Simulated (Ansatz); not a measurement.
**Amorphous SnO2 (72 atoms): a short ab initio trajectory**

How do the atoms of amorphous SnO2 (72 atoms) move, and what local order do they keep?

Program: Ansatz 0.2.0. Level of theory: Kohn-Sham DFT, PBE, PAW (set soft_2), plane waves. Results are calculated unless marked as measured.

## Step 1: Set-up

The cell holds 72 atoms: 24 Sn and 48 O. Its edges and angles: a = 9.851 Å, b = 9.851 Å, c = 9.851 Å, α = 90.0°, β = 90.0°, γ = 90.0°. 72 atoms (24 Sn, 48 O) placed at random at 6.03 g/cm³, melted at 5000 K for 10 ps at fixed volume with the Morse and Coulomb pair potential with partial charges (Pedone, Malavasi, Menziani, Cormack and Segre, J. Phys. Chem. B 110, 11780 (2006)). Quenched from 5000 K to 300 K at 50 K/ps and fixed volume, held 10 ps at zero pressure, then minimised at fixed cell.

What the set-up can't give: The quench rate of 50 K/ps is orders of magnitude faster than experiment, which tends to freeze in extra defects. The network of bonds at the start is that of the classical potential that made the cell. Only the Γ point is sampled, in a cell whose shortest periodic width is 10 Å.

## Step 2: Dynamics at 400 K

A Langevin thermostat couples each atom to a heat bath, at the price of damped dynamics. The time step is 1.0 fs.

Contents of input.yaml:

```yaml
crystal:
  lattice:
    - [9.85089, 0.0, 0.0]
    - [0.0, 9.85089, 0.0]
    - [0.0, 0.0, 9.85089]
  atoms:
    - { symbol: Sn, position: [0.73091, 0.67318, 0.33118] }
    - { symbol: Sn, position: [0.04728, 0.22312, 0.43013] }
    - { symbol: Sn, position: [0.50768, 0.18186, 0.09938] }
    - { symbol: Sn, position: [0.77408, 0.46414, 0.57574] }
    [... 62 atom lines left out ...]
    - { symbol: O, position: [0.01346, 0.08116, 0.58109] }
    - { symbol: O, position: [0.81347, 0.56586, 0.16417] }
    - { symbol: O, position: [0.63141, 0.78678, 0.47039] }
    - { symbol: O, position: [0.90185, 0.31165, 0.53445] }
    - { symbol: O, position: [0.38479, 0.7319, 0.02549] }
    - { symbol: O, position: [0.18415, 0.3613, 0.36507] }
kpoints:
  mp_grid: { grid: [1, 1, 1] }
hamiltonian:
  xc: pbe
scf:
  occupations: { method: fixed }
output:
  forces: true
md:
  timestep: 1.0
  n_steps: 250
  ensemble: nvt_langevin
  temperature: 400
  initial_velocities: maxwell_boltzmann
  seed: 3765
```

The run is started by

```console
ansatz run input.yaml --threads 4 --pin off --max-ram 8192MiB --backend cpu --events-out ev --progress --plain --runs-dir out
```

It took 39 min on 4 threads of Arm Neoverse V1, shared host; peak memory 1.4 GiB.

The program notes that it switched symmetry off.

The trajectory, sampled:

```csv
time (fs),T (K),potential (meV/atom)
0.0,394,0.0
17.0,392,2.7
33.0,367,12.6
50.0,335,17.0
67.0,382,15.7
83.0,408,11.5
100.0,368,16.7
117.0,397,14.6
133.0,444,14.4
150.0,488,9.3
167.0,435,16.6
183.0,458,16.7
200.0,477,13.3
217.0,457,17.4
233.0,435,13.3
250.0,414,12.7
```

Mean square displacement from the first frame to the last: Sn 0.030 Å², O 0.064 Å².

Table of mean square displacement by time lag:

```csv
time lag (fs),O (Å²),Sn (Å²)
1.0,6.4e-5,9.1e-6
6.0,0.00221,3.2e-4
11.0,0.00698,0.00104
16.0,0.0135,0.00210
21.0,0.0208,0.00345
26.0,0.0278,0.00500
32.0,0.0350,0.00706
37.0,0.0397,0.00886
42.0,0.0432,0.0107
47.0,0.0460,0.0125
52.0,0.0482,0.0143
57.0,0.0502,0.0160
63.0,0.0523,0.0179
68.0,0.0540,0.0195
73.0,0.0554,0.0210
78.0,0.0565,0.0225
83.0,0.0573,0.0238
88.0,0.0577,0.0252
94.0,0.0579,0.0267
99.0,0.0582,0.0280
104.0,0.0586,0.0292
109.0,0.0591,0.0304
114.0,0.0598,0.0316
119.0,0.0604,0.0327
125.0,0.0612,0.0341
```

Over the second half of 250 fs the temperature averages 444 K with swings of 33 K r.m.s. From first frame to last O has the largest mean square displacement, 0.064 Å² at the end; the farthest move is 0.49 Å. The count of bonds goes from 133 in the first frame to 135 in the last, by one set of cutoffs: 1 pairs passed out of them and 3 came within. The run spans 0.25 ps, too short for its means to be equilibrium values.

## Step 3: Distances and neighbours late in the run

The g(r) is a mean over the second half; what follows it is taken at the last frame.

Density 6.28 g/cm³, 13.28 Å³ an atom.

Mean of 14 frames. g(r), total and by pair (bins of 0.1 Å):

```csv
r (Å),total,O-O,O-Sn,Sn-Sn
1.75,0.00,0.00,0.00,0.00
1.85,0.07,0.00,0.16,0.00
1.95,1.76,0.00,3.95,0.00
2.05,3.77,0.00,8.48,0.00
2.15,2.33,0.00,5.25,0.00
2.25,0.79,0.00,1.78,0.00
2.35,0.34,0.14,0.64,0.00
2.45,0.28,0.39,0.24,0.00
2.55,0.51,1.10,0.04,0.00
2.65,0.93,1.97,0.11,0.00
2.75,1.25,2.65,0.17,0.00
2.85,1.08,2.26,0.18,0.00
2.95,1.16,2.46,0.15,0.00
3.05,1.18,2.19,0.27,0.78
3.15,1.12,1.92,0.26,1.33
3.25,1.20,1.63,0.36,2.81
3.35,1.01,1.16,0.52,2.31
3.45,0.78,0.84,0.64,1.08
3.55,0.94,0.64,0.87,2.40
3.65,0.90,0.52,0.89,2.44
3.75,0.97,0.47,0.96,3.02
3.85,0.90,0.58,1.05,1.58
3.95,0.99,0.67,1.10,1.79
4.05,1.08,0.89,1.23,1.21
4.15,0.95,0.80,1.23,0.39
4.25,1.01,0.68,1.53,0.30
4.35,0.92,0.67,1.26,0.55
4.45,0.96,0.76,1.30,0.43
4.55,1.05,0.69,1.50,0.67
4.65,1.09,0.74,1.48,0.94
4.75,1.03,0.76,1.38,0.71
4.85,1.01,0.92,1.20,0.59
```

Bonds by pair of elements; cutoffs follow the first minimum of g(r), held within bounds set by covalent radii, and pairs that aren't listed don't count as bonded:

```csv
pair A-B,cutoff (Å),bonds,mean length (Å),spread (Å),shortest (Å),B about A,A about B
O-Sn,2.58,135,2.10,0.104,1.92,2.81,5.62
```

How many atoms have how many bonded neighbours:

```csv
element,mean,2,3,4,5,6
O,2.81,10,37,1,0,0
Sn,5.62,0,0,0,9,15
```

Bond angles (no mean is given where the spread exceeds 20°):

```csv
angle,count,mean (°),spread (°)
O-Sn-O,315,-,-
Sn-O-Sn,127,117,17.5
```

Bond length by coordination (bonds to H left out):

```csv
element,coordination,atoms,mean bond length (Å)
O,2,10,2.03
O,3,37,2.10
O,4,1,2.24
Sn,5,9,2.07
Sn,6,15,2.11
```

Rings of the network by King's shortest-path rule, up to 12 atoms, one path for each pair of neighbours; H, halogens, alkali and alkaline-earth atoms are left out, and the last column divides by all other atoms, bonded or not:

```csv
ring size (atoms),rings,per network atom
4,27,0.375
6,62,0.861
8,81,1.12
10,29,0.403
12,2,0.028
```

First main peaks of g(r), for some of the pairs, lie near 2.8 Å (O-O) and 2.1 Å (O-Sn). By these cutoffs 77 % of O atoms have 3 and 62 % of Sn atoms have 6 bonded neighbours. Bonds at O atoms with 2 neighbours average 2.03 Å, against 2.10 Å at those with 3. Rings of 8 atoms are the most common (40 % of those counted); sizes run from 4 to 12, where the search stops.

## Step 4: Single point at the last frame

The last frame is solved once more, with the analyses that the dynamics left out.

Contents of input.yaml:

```yaml
crystal:
  lattice:
    - [9.85089, 0.0, 0.0]
    - [0.0, 9.85089, 0.0]
    - [0.0, 0.0, 9.85089]
  atoms:
    - { symbol: Sn, position: [0.72869, 0.67626, 0.34146] }
    - { symbol: Sn, position: [0.04408, 0.21771, 0.43104] }
    - { symbol: Sn, position: [0.51117, 0.19579, 0.09081] }
    - { symbol: Sn, position: [0.75895, 0.46583, 0.57625] }
    [... 62 atom lines left out ...]
    - { symbol: O, position: [0.02116, 0.0859, 0.59905] }
    - { symbol: O, position: [0.81016, 0.56602, 0.17494] }
    - { symbol: O, position: [0.64401, 0.78786, 0.49341] }
    - { symbol: O, position: [0.88231, 0.306, 0.5295] }
    - { symbol: O, position: [0.37085, 0.7403, 0.03533] }
    - { symbol: O, position: [0.18016, 0.38153, 0.38905] }
kpoints:
  mp_grid: { grid: [1, 1, 1] }
hamiltonian:
  xc: pbe
scf:
  occupations: { method: fixed }
output:
  forces: true
  stress: true
  populations: true
  dos:
    method: { smearing: { sigma: 0.08 } }
    de: 0.1
    projected: { site_lists: { O: [O], Sn: [Sn] } }
  eigenvalues: true
  write_density: true
  write_potential: true
  volumetric_format: npy
  elf: true
```

Wall time 23 s (4 threads); peak memory 1.3 GiB; 86 s of CPU time.

The run gave:

```
free energy                                      : -171794.0260 eV
free energy per atom                             : -2386.0281 eV/atom
SCF cycles                                       : 12
pressure                                         : 3.349 GPa
r.m.s. force component                           : 0.746 eV/Å
longest force                                    : 2.92 eV/Å
Fermi energy                                     : 8.145 eV
gap (highest filled to lowest empty level) : 0.4394 eV
spilling of the projection                       : 0.005166
```

Neighbours are counted within 2.58 Å (O-Sn), the cutoffs taken from the dynamics.

Length of the force by element and coordination:

```csv
element,coordination,atoms,mean length of the force (eV/Å),spread,least,most
O,all,48,1.01,0.438,0.209,1.98
O,2,10,0.813,0.306,0.209,1.19
O,3,37,1.09,0.438,0.316,1.98
O,4,1,0.253,0,0.253,0.253
Sn,all,24,1.43,0.724,0.231,2.92
Sn,5,9,1.62,0.624,0.672,2.92
Sn,6,15,1.31,0.754,0.231,2.70
```

Löwdin charges by element and coordination (they lack the spilled electrons, 0.045 e an atom on average):

```csv
element,coordination,atoms,mean charge (e),spread,least,most
O,all,48,-0.778,0.0203,-0.825,-0.732
O,2,10,-0.779,0.0233,-0.825,-0.742
O,3,37,-0.777,0.0188,-0.802,-0.732
O,4,1,-0.812,0,-0.812,-0.812
Sn,all,24,1.69,0.0363,1.58,1.74
Sn,5,9,1.69,0.0318,1.63,1.74
Sn,6,15,1.69,0.0388,1.58,1.73
```

States in the cell by windows of 1 eV, zero at the Fermi level; the larger projections on atomic orbitals stand beside the total:

```csv
from (eV),to (eV),total,O p,Sn p,Sn s,O s
-18,-17,25.5,0.3,4.1,1.4,17.0
-17,-16,31.8,0.2,3.6,0.8,23.4
-16,-15,25.7,0.2,1.8,0.5,20.2
-15,-9,0.0,0.0,0.0,0.0,0.0
-9,-8,1.4,0.8,0.0,0.5,0.0
-8,-7,19.8,11.1,0.7,7.0,0.8
-7,-6,14.4,8.2,0.7,4.4,0.9
-6,-5,17.7,11.5,2.2,2.8,0.9
-5,-4,32.1,24.0,6.0,0.8,0.9
-4,-3,42.1,33.6,6.0,0.7,1.1
-3,-2,43.0,37.6,3.4,0.4,0.8
-2,-1,61.9,58.2,1.5,0.4,0.6
-1,0,52.2,50.1,0.7,0.3,0.3
0,1,5.5,4.0,0.1,0.9,0.4
1,2,0.0,0.0,0.0,0.0,0.0
2,3,4.0,1.6,0.5,1.5,0.3
3,4,18.4,7.0,2.0,7.5,1.5
4,5,15.7,5.8,1.8,6.6,1.0
```

The curve was stored every 0.100 eV, coarse against its broadening of 0.08 eV, so these counts are rough.

With fixed occupations the program's Fermi level is the highest filled level.

Between -22 and -18 eV lie 253 more states.

The levels nearest the highest filled one (over half full), pooled over k-points and spins:

```csv
level less the highest filled one (eV),occupation
-0.231,2
-0.149,2
-0.0836,2
-0.0607,2
-0.0164,2
0,2
0.439,0
2.56,0
2.69,0
3.09,0
3.13,0
3.22,0
```

Mean Löwdin charges: O -0.78, Sn +1.69 e (they miss 0.52 % of the electrons, so they add up to more than the cell's charge). The largest share in the top eV of filled states is O p (97 % of the projected weight), and in the lowest eV of empty states Sn s (45 % of the projected weight).

## Step 5: Summary of results

```yaml
mean_temperature_second_half: 444.5 K
temperature_swing_second_half: 32.82 K
free_energy_per_atom: -2386.0281 eV/atom
pressure: 3.349 GPa
r_m_s_force_component: 0.746 eV/Å
spacing_of_highest_filled_and_lowest_empty_level: 0.4394 eV
wall_time_of_the_2_dft_runs: 39 min
```

Over the second half of 250 fs the temperature averages 444 K with swings of 33 K r.m.s. The count of bonds goes from 133 in the first frame to 135 in the last, by one set of cutoffs: 1 pairs passed out of them and 3 came within. The run spans 0.25 ps, too short for its means to be equilibrium values. Counting bonds as in the table, 77 % of O atoms have 3 and 62 % of Sn atoms have 6 bonded neighbours. Between filled and empty levels lie 0.439 eV (at Γ alone); a semilocal functional tends to put such gaps too low. In a disordered cell it changes from sample to sample, and tail or defect levels can set it.

Caveats: The starting topology of bonds comes from the classical model; in DFT 1 of its 133 bonded pairs passed out of the cutoffs and 3 came within them. The pressure of 3.3 GPa is that of one thermal frame at a volume set beforehand, without the kinetic term.

[Logs are printed without paths, hosts, clocks, repeated set-up lines and the standing remarks that a program may print on its own settings, such as how far it seeks lower states.]

[Hosts, paths, dates, database ids (printed as entryN), source tags and the programs' standing remarks are cut or masked in the printed files.]
